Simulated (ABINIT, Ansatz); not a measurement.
**BiOBr (P4/nmm): G0W0 with ABINIT, start to end**

How does a plane-wave GW calculation on BiOBr (P4/nmm) run from the first input to the gap?

Main program and level: ABINIT 10.8.3; PBEsol and many-body steps on it, plane waves.

Report form: the programs' logs are mostly left out.

The database entry behind the starting cell differs from later determinations by our own check (0.1 to 0.3 % short, probably kX units), so it need not match the best structure at ambient conditions.

### 1. Starting point

The structure is tetragonal, space group P4/nmm (No. 129). The conventional cell has a = 3.916 Å, b = 3.916 Å, c = 8.077 Å, α = 90.00°, β = 90.00°, γ = 90.00°. Bi has 4 O at 2.32 Å and 4 Br at 3.18 Å nearest. Nearest to Br lie 4 Bi at 3.18 Å. Nearest to O lie 4 Bi at 2.32 Å. Farther neighbours and most contacts between anions are not listed.

Structure file:

```cif
data_structure
_symmetry_space_group_name_H-M 'P 1'
_symmetry_Int_Tables_number 1
_cell_length_a 3.9160
_cell_length_b 3.9160
_cell_length_c 8.0770
_cell_angle_alpha 90.000
_cell_angle_beta 90.000
_cell_angle_gamma 90.000
_cell_volume 123.86
loop_
_atom_site_label
_atom_site_type_symbol
_atom_site_fract_x
_atom_site_fract_y
_atom_site_fract_z
_atom_site_occupancy
Bi1 Bi 0.00000 0.50000 0.15400 1
Bi2 Bi 0.50000 0.00000 0.84600 1
Br3 Br 0.00000 0.50000 0.65300 1
Br4 Br 0.50000 0.00000 0.34700 1
O5 O 0.00000 0.00000 0.00000 1
O6 O 0.50000 0.50000 0.00000 1
```

The cell and positions come from the Crystallography Open Database and are kept as given unless a step says otherwise. Spin-orbit coupling is left out unless a step names it.

### 2. Ground state

This step: ABINIT 10.8.3; DFT, PBEsol, plane waves, norm-conserving pseudopotentials.

The ground-state density comes first.

File run.abi:

```
acell 3*1.0 Angstrom
rprim 
  3.916000000000 0.000000000000 0.000000000000
  0.000000000000 3.916000000000 0.000000000000
  0.000000000000 0.000000000000 8.077000000000
ntypat 3
znucl 83 35 8
natom 6
typat 1 1 2 2 3 3
xred 
  0.000000000000 0.500000000000 0.154000000000
  0.500000000000 0.000000000000 0.846000000000
  0.000000000000 0.500000000000 0.653000000000
  0.500000000000 0.000000000000 0.347000000000
  0.000000000000 0.000000000000 0.000000000000
  0.500000000000 0.500000000000 0.000000000000
pp_dirpath "pseudos"
pseudos "Bi.upf, Br.upf, O.upf"
ecut 42
ngkpt 6 6 4
nshiftk 1
shiftk 0 0 0
kptopt 1
chksymbreak 0
nband 53
occopt 1
tolvrs 1e-10
nstep 60
prtwf 0
optforces 0
optstress 0
indata_prefix "in"
outdata_prefix "out"
tmpdata_prefix "tmp"
```

Run with:

```console
$ OMP_NUM_THREADS=1 mpirun -n 4 abinit run.abi > log
```

Elapsed: 6.6 min, on 4 MPI ranks of Intel Xeon Platinum 8259CL at 2.50GHz (Skylake/Cascade Lake), shared host; peak memory 0.74 GiB.

This step gave:

```
total energy               : -20891.8818 eV
gap                        : 2.150 eV
k of the valence top       : 0.3333, 0, 0.5
k of the conduction bottom : 0, 0, 0.5
least direct gap           : 2.277 eV
```

The gap is indirect, with the least direct gap 0.13 eV higher.

### 3. Bands along the symmetry lines

The cheap functional maps the bands first; the places of the edges decide which points the dearer methods must see.

File run.abi:

```
acell 3*1.0 Angstrom
rprim 
  3.916000000000 0.000000000000 0.000000000000
  0.000000000000 3.916000000000 0.000000000000
  0.000000000000 0.000000000000 8.077000000000
ntypat 3
znucl 83 35 8
natom 6
typat 1 1 2 2 3 3
xred 
  0.000000000000 0.500000000000 0.154000000000
  0.500000000000 0.000000000000 0.846000000000
  0.000000000000 0.500000000000 0.653000000000
  0.500000000000 0.000000000000 0.347000000000
  0.000000000000 0.000000000000 0.000000000000
  0.500000000000 0.500000000000 0.000000000000
pp_dirpath "pseudos"
pseudos "Bi.upf, Br.upf, O.upf"
ecut 42
iscf -2
irdden 1
kptopt 0
nkpt 75
kpt 
  0.00000000 0.00000000 0.00000000
  0.00000000 0.06250000 0.00000000
  0.00000000 0.12500000 0.00000000
  0.00000000 0.18750000 0.00000000
  0.00000000 0.25000000 0.00000000
  0.00000000 0.31250000 0.00000000
  0.00000000 0.37500000 0.00000000
  0.00000000 0.43750000 0.00000000
  0.00000000 0.50000000 0.00000000
  0.06250000 0.50000000 0.00000000
  0.12500000 0.50000000 0.00000000
  0.18750000 0.50000000 0.00000000
  0.25000000 0.50000000 0.00000000
  0.31250000 0.50000000 0.00000000
  0.37500000 0.50000000 0.00000000
  0.43750000 0.50000000 0.00000000
  0.50000000 0.50000000 0.00000000
  0.43750000 0.43750000 0.00000000
  0.37500000 0.37500000 0.00000000
  0.31250000 0.31250000 0.00000000
  0.25000000 0.25000000 0.00000000
  0.18750000 0.18750000 0.00000000
  0.12500000 0.12500000 0.00000000
  0.06250000 0.06250000 0.00000000
  0.00000000 0.00000000 0.00000000
  0.00000000 0.00000000 0.06250000
  0.00000000 0.00000000 0.12500000
  0.00000000 0.00000000 0.18750000
  0.00000000 0.00000000 0.25000000
  0.00000000 0.00000000 0.31250000
  0.00000000 0.00000000 0.37500000
  0.00000000 0.00000000 0.43750000
  0.00000000 0.00000000 0.50000000
  0.00000000 0.06250000 0.50000000
  0.00000000 0.12500000 0.50000000
  0.00000000 0.18750000 0.50000000
  0.00000000 0.25000000 0.50000000
  0.00000000 0.31250000 0.50000000
  0.00000000 0.37500000 0.50000000
  0.00000000 0.43750000 0.50000000
  0.00000000 0.50000000 0.50000000
  0.06250000 0.50000000 0.50000000
  0.12500000 0.50000000 0.50000000
  0.18750000 0.50000000 0.50000000
  0.25000000 0.50000000 0.50000000
  0.31250000 0.50000000 0.50000000
  0.37500000 0.50000000 0.50000000
  0.43750000 0.50000000 0.50000000
  0.50000000 0.50000000 0.50000000
  0.43750000 0.43750000 0.50000000
  0.37500000 0.37500000 0.50000000
  0.31250000 0.31250000 0.50000000
  0.25000000 0.25000000 0.50000000
  0.18750000 0.18750000 0.50000000
  0.12500000 0.12500000 0.50000000
  0.06250000 0.06250000 0.50000000
  0.00000000 0.00000000 0.50000000
  0.00000000 0.50000000 0.00000000
  0.00000000 0.50000000 0.06250000
  0.00000000 0.50000000 0.12500000
  0.00000000 0.50000000 0.18750000
  0.00000000 0.50000000 0.25000000
  0.00000000 0.50000000 0.31250000
  0.00000000 0.50000000 0.37500000
  0.00000000 0.50000000 0.43750000
  0.00000000 0.50000000 0.50000000
  0.50000000 0.50000000 0.00000000
  0.50000000 0.50000000 0.06250000
  0.50000000 0.50000000 0.12500000
  0.50000000 0.50000000 0.18750000
  0.50000000 0.50000000 0.25000000
  0.50000000 0.50000000 0.31250000
  0.50000000 0.50000000 0.37500000
  0.50000000 0.50000000 0.43750000
  0.50000000 0.50000000 0.50000000
istwfk *1
nband 53
nbdbuf 2
tolwfr 1e-08
nstep 40
prtwf 0
prtvol 0
indata_prefix "in"
outdata_prefix "out"
tmpdata_prefix "tmp"
```

Run time: 6.7 min. Hardware: 4 MPI ranks; peak memory 1 GiB; 27 min of CPU time.

Numbers from this step:

```
gap                        : 2.096 eV
k of the valence top       : 0, 0.375, 0.5
k of the conduction bottom : 0, 0, 0.4375
least direct gap           : 2.277 eV
```

The gap is 2.096 eV, −0.054 eV from the run before at this level.

Electronic bands along the path, in eV, zero at the top of the highest filled band:

```csv
point,band 43,band 44,band 45,band 46,band 47,band 48,band 49,band 50
Γ,-1.07,-0.80,-0.80,-0.72,2.29,3.22,4.90,4.90
halfway,-0.65,-0.55,-0.35,-0.16,3.86,4.13,4.17,4.66
X,-0.57,-0.57,-0.15,-0.15,4.28,4.28,4.83,4.83
halfway,-0.99,-0.99,-0.97,-0.97,3.96,3.96,4.90,4.90
M,-1.04,-1.04,-0.81,-0.81,3.28,3.28,5.06,5.06
halfway,-0.89,-0.50,-0.39,-0.38,3.41,4.46,4.82,4.83
Γ,-1.07,-0.80,-0.80,-0.72,2.29,3.22,4.90,4.90
halfway,-1.06,-0.62,-0.62,-0.45,2.17,2.86,4.81,4.81
Z,-0.96,-0.49,-0.49,-0.18,2.10,2.43,4.72,4.72
halfway,-0.92,-0.53,-0.44,-0.24,3.64,3.92,4.74,4.77
R,-0.58,-0.58,-0.11,-0.11,4.10,4.10,4.88,4.88
halfway,-1.09,-1.09,-0.52,-0.52,3.58,3.58,5.34,5.34
A,-1.16,-1.16,-1.04,-1.04,3.97,3.97,5.28,5.28
halfway,-1.18,-1.05,-0.36,-0.30,3.05,4.31,5.03,5.17
Z,-0.96,-0.49,-0.49,-0.18,2.10,2.43,4.72,4.72
jump to X,-0.57,-0.57,-0.15,-0.15,4.28,4.28,4.83,4.83
halfway,-0.57,-0.57,-0.13,-0.13,4.19,4.19,4.86,4.86
R,-0.58,-0.58,-0.11,-0.11,4.10,4.10,4.88,4.88
jump to M,-1.04,-1.04,-0.81,-0.81,3.28,3.28,5.06,5.06
halfway,-1.04,-1.04,-0.98,-0.98,3.59,3.59,5.17,5.17
A,-1.16,-1.16,-1.04,-1.04,3.97,3.97,5.28,5.28
```

### 4. Empty states on the mesh, 4×4×2 mesh, 116 bands

The sums over transitions need many empty states on a uniform mesh; this step solves for them.

File run.abi:

```
acell 3*1.0 Angstrom
rprim 
  3.916000000000 0.000000000000 0.000000000000
  0.000000000000 3.916000000000 0.000000000000
  0.000000000000 0.000000000000 8.077000000000
ntypat 3
znucl 83 35 8
natom 6
typat 1 1 2 2 3 3
xred 
  0.000000000000 0.500000000000 0.154000000000
  0.500000000000 0.000000000000 0.846000000000
  0.000000000000 0.500000000000 0.653000000000
  0.500000000000 0.000000000000 0.347000000000
  0.000000000000 0.000000000000 0.000000000000
  0.500000000000 0.500000000000 0.000000000000
pp_dirpath "pseudos"
pseudos "Bi.upf, Br.upf, O.upf"
ecut 42
ngkpt 4 4 2
nshiftk 1
shiftk 0 0 0
kptopt 1
chksymbreak 0
iscf -2
irdden 1
istwfk *1
nband 116
nbdbuf 10
tolwfr 1e-09
nstep 60
prtvol 0
indata_prefix "in"
outdata_prefix "out"
tmpdata_prefix "tmp"
```

Elapsed: 3.7 min, on 4 MPI ranks; peak memory 0.65 GiB; 15 min of CPU time.

This step gave:

* gap: 2.211 eV
* k of the valence top: 0.5, 0, 0.5
* k of the conduction bottom: 0, 0, 0.5
* least direct gap: 2.277 eV
* k points computed: 12
* lowest point of the top converged band, above the valence top: 30.09 eV

On this mesh the gap is 2.211 eV. The earlier step found 2.150 eV, so this mesh misses an edge.

### 5. Screening, 4×4×2 mesh, 106 bands, screening to 98 eV

The RPA dielectric matrix is built and inverted for each q.

This step: RPA screening on PBEsol, plane waves, norm-conserving pseudopotentials.

run.abi: that of step 4 with these lines changed.

```diff
@@ -24,10 +24,11 @@
 chksymbreak 0
-iscf -2
-irdden 1
 istwfk *1
-nband 116
-nbdbuf 10
-tolwfr 1e-09
-nstep 60
-prtvol 0
+occopt 1
+irdwfk 1
+optdriver 3
+nband 106
+ecuteps 3.6
+inclvkb 2
+awtr 1
+symchi 1
 indata_prefix "in"
```

Elapsed: 6.4 min, on 4 MPI ranks; peak memory 3.5 GiB.

This step gave:

* ε∞ with local fields, on this mesh, along the program's q direction: 6.782
* the same without local fields: 7.684
* plasma frequency: 32.00 eV
* plane waves in the screening matrix: 265

Local fields lower ε∞ by 12 %. On a Γ-centred mesh this coarse the value itself is usually too large, while a short band sum pulls it down.

### 6. Self-energy, 4×4×2 mesh, 106 bands, screening to 98 eV

The self-energy is evaluated for the states that the input lists, and the levels follow from it, in one-shot runs by the linearised quasiparticle equation.

This step: G0W0 on PBEsol, plane waves, norm-conserving pseudopotentials.

run.abi: that of step 5 with these lines changed.

```diff
@@ -27,8 +27,19 @@
 irdwfk 1
-optdriver 3
+optdriver 4
 nband 106
+gwcalctyp 0
+ecutsigx 42
+symsigma 1
+nkptgw 3
+kptgw 
+  0.5000000000 0.0000000000 0.5000000000
+  0.0000000000 0.0000000000 0.5000000000
+  0.0000000000 0.0000000000 0.0000000000
+bdgw 
+  45 48
+  44 48
+  44 48
 ecuteps 3.6
-inclvkb 2
-awtr 1
-symchi 1
+irdscr 1
+ppmodel 1
 indata_prefix "in"
```

The job ended after 55 s (4 MPI ranks; peak memory 3.1 GiB).

Numbers from this step:

| Property | Result |
| --- | --- |
| G0W0 gap on the points computed | 3.655 eV |
| starting gap on the mesh | 2.211 eV |
| k of the valence top | 0.5, 0, 0.5 |
| k of the conduction bottom | 0, 0, 0.5 |
| Z at the valence top | 0.801 |
| Z at the conduction bottom | 0.834 |
| least direct G0W0 gap on the computed points | 4.221 eV |

The gap on the mesh goes from 2.21 eV to 3.66 eV, a correction of +1.44 eV. The start differs from the 2.15 eV found before because the two sample other k points.

Limits: finite bands, cutoff and mesh; no spin-orbit coupling; coarse k mesh. v1 is the top filled band, c1 the lowest empty one. Levels before and after the correction, in eV, zero at the valence-band top of each column:

```csv
,conduction bottom,valence top
Kohn-Sham,2.21,0.00
G0W0,3.65,0.00
```

```csv
,level,energy (eV)
Kohn-Sham,(0.5 0 0.5) v2-v1,0.000
Kohn-Sham,(0.5 0 0.5) c1-c2,4.214
Kohn-Sham,(0 0 0.5) v3-v2,-0.379
Kohn-Sham,(0 0 0.5) v1,-0.065
Kohn-Sham,(0 0 0.5) c1,2.211
Kohn-Sham,(0 0 0.5) c2,2.544
G0W0,(0.5 0 0.5) v2-v1,0.000
G0W0,(0.5 0 0.5) c1-c2,5.804
G0W0,(0 0 0.5) v3-v2,-0.905
G0W0,(0 0 0.5) v1,-0.566
G0W0,(0 0 0.5) c1,3.655
G0W0,(0 0 0.5) c2,4.105
```

### 7. Where the time went

Times are wall times on 4 MPI ranks of Intel Xeon Platinum 8259CL at 2.50GHz (Skylake/Cascade Lake), shared host, good to a factor of about two.

```csv
step,time,share,memory (GiB)
ground state,6.6 min,27 %,0.74
bands along the symmetry lines,6.7 min,28 %,1.0
empty states on the mesh,3.7 min,15 %,0.65
screening,6.4 min,26 %,3.5
self-energy,55 s,4 %,3.1
```

### 8. What came out

| Item | Value |
| --- | --- |
| PBEsol gap | 2.10 eV, indirect |
| G0W0 gap on the mesh | 3.66 eV |
| G0W0 gap over the zone (rigid shift) | 3.54 eV |
| GW settings | 4×4×2 mesh, 106 bands, screening to 98 eV, Godby-Needs plasmon pole |
| known limits | not at the basis limit; no spin-orbit coupling; coarse k mesh |

What this shows: G0W0 moves the gap on the mesh from 2.21 eV to 3.66 eV (+1.44 eV), with Z of 0.80 and 0.83 at the edges. The mesh misses the band edges by 0.12 eV in all; a rigid shift gives 3.54 eV for the zone. Local fields lower the RPA ε∞ on this mesh from 7.68 to 6.78; a Γ-centred mesh this coarse tends to raise both, most where the direct gap is narrow, while a short band sum lowers them. Only 3 of the mesh's irreducible points were corrected, so a valley elsewhere could overtake. Bands and cutoff are finite, so the gap is not at the basis limit. The miss can reach some tenths of an eV and take either sign; the mesh is an error of its own. In the G0W0 run levels were corrected at 3 k points alone, so a gap called «on the mesh» is the least over those, and an edge elsewhere would be missed. A denser mesh or path gives a starting gap of 2.10 eV: the GW mesh misses a band edge, so its gaps are not the fundamental one. The 4×4×2 mesh is coarse for this cell, which bears on the long-range parts of exchange and screening. Where an edge is built on 6p states of lead, bismuth or thallium, scalar-relativistic gaps usually stand too wide, by a few tenths to over one eV. The many-body steps are scalar-relativistic: spin-orbit coupling is not in them.

[Paths, hosts, dates, memory and timing lines, banners, echoed tables and standing remarks are left out of the program output.]

[Logs are printed without paths, hosts, clocks, repeated set-up lines and the standing remarks that a program may print on its own settings, such as how far it seeks lower states.]

[Runs of the session that timed out or met a known fault of the program may be left out.]

[Hosts, paths, dates, database ids (printed as entryN), source tags and the programs' standing remarks are cut or masked in the printed files.]

[G0W0 gaps are taken among the corrected bands and points alone; a level outside them can change the order at an edge.]

[Where Ansatz stands beside ABINIT at settings called matched, ABINIT's density can come from a denser mesh and the files from another edition; pairs whose starting gaps differed by over 0.03 eV were left out, so agreement reads better than it is.]
